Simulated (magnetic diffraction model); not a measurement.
# Moment size from magnetic intensity in Cs2Rb2V2Se9

Space group C2/c (no. 15), a = 9.9150 Å, b = 10.6630 Å, c = 19.2920 Å, β = 94.80°.

| site | atom | x | y | z |
| --- | --- | --- | --- | --- |
| 8f | Cs | 0.3457 | 0.0937 | 0.1777 |
| 8f | Rb | 0.5340 | 0.2501 | 0.9711 |
| 4e | Se | 1/2 | 0.5985 | 1/4 |
| 8f | Se | 0.3198 | 0.1996 | 0.3595 |
| 8f | Se | 0.2445 | 0.0269 | 0.9890 |
| 8f | Se | 0.6277 | 0.8755 | 0.1795 |
| 8f | Se | 0.0287 | 0.0135 | 0.8532 |
| 8f | V | 0.7408 | 0.0029 | 0.1173 |

The compound is invented for this exercise: a known structure type with other elements, its cell scaled to their sizes and not relaxed.

Only V is taken to order (form factors of V4+); orders and moment sizes are assumed, and not adapted to the symmetry. Radiation: neutrons of λ = 1.909 Å, 5° to 30°; isotropic B of 0.35 Å² (Cs), 0.47 Å² (Rb), 0.51 Å² (Se) and 0.5 Å² (V). Simulated constant-wavelength pattern: nuclear and magnetic terms add, the magnetic one as |2.695 fm × Σ f S⊥ exp(2πi Q·r) exp(−B s²)|², summed over all Q at one angle with the factor 1/(sin²θ cos θ). For collinear order S is the moment m, which repeats by lattice and centring translations R with the sign exp(−2πi k·R). Free-ion form factors, Sears's scattering lengths of 1992, no absorption; a label names one of the reflections at its angle. The strongest nuclear line in the range is 100, and lines under 0.2 are left out.

In a first state the assumed order is k = (1/2 1/2 1), collinear moments along [101], 0.78 μB on V; signs + at (0.7408, 0.0029, 0.1173), − at (0.2592, 0.0029, 0.3827), − at (0.2592, 0.9971, 0.8827), + at (0.7408, 0.9971, 0.6173), with this pattern:

```
2θ (°)         index  nuclear  magnetic
  9.18  (1/2 1/2 -1)      0.0      27.6
 11.40       (0 0 2)     11.3       0.0
 15.14       (1 1 0)     76.1       0.0
 15.85      (1 1 -1)     81.5       0.0
 16.51       (1 1 1)      3.9       0.0
 17.23  (-1/2 3/2 1)      0.0       7.7
 18.41      (1 1 -2)    100.0       0.0
 18.80  (3/2 -1/2 1)      0.0       3.3
 19.17   (1/2 1/2 3)      0.0       0.5
 19.55       (1 1 2)     42.3       0.0
 20.63       (0 2 0)     34.1       0.0
 21.41       (0 2 1)     31.3       0.0
 22.22      (1 1 -3)      1.1       0.0
 22.28       (2 0 0)     11.0       0.0
 23.53  (-3/2 1/2 3)      0.0       3.4
 23.63       (0 2 2)     16.0       0.0
```
(The table stops after 16 lines; 12 more lie at higher angle.)

**Question.** Nearer the ordering temperature the line at 9.18° has total intensity 2.4 on the same scale, and all moments have shrunk alike. How large is the V moment?

The nuclear part, 0.0, stays, so the magnetic part is 2.4 against 27.6. It goes as m², so m = 0.78 × √(2.4/27.6) = 0.23 μB; the value used was 0.23 μB.

[Logs are printed without paths, hosts, clocks, repeated set-up lines and the standing remarks that a program may print on its own settings, such as how far it seeks lower states.]
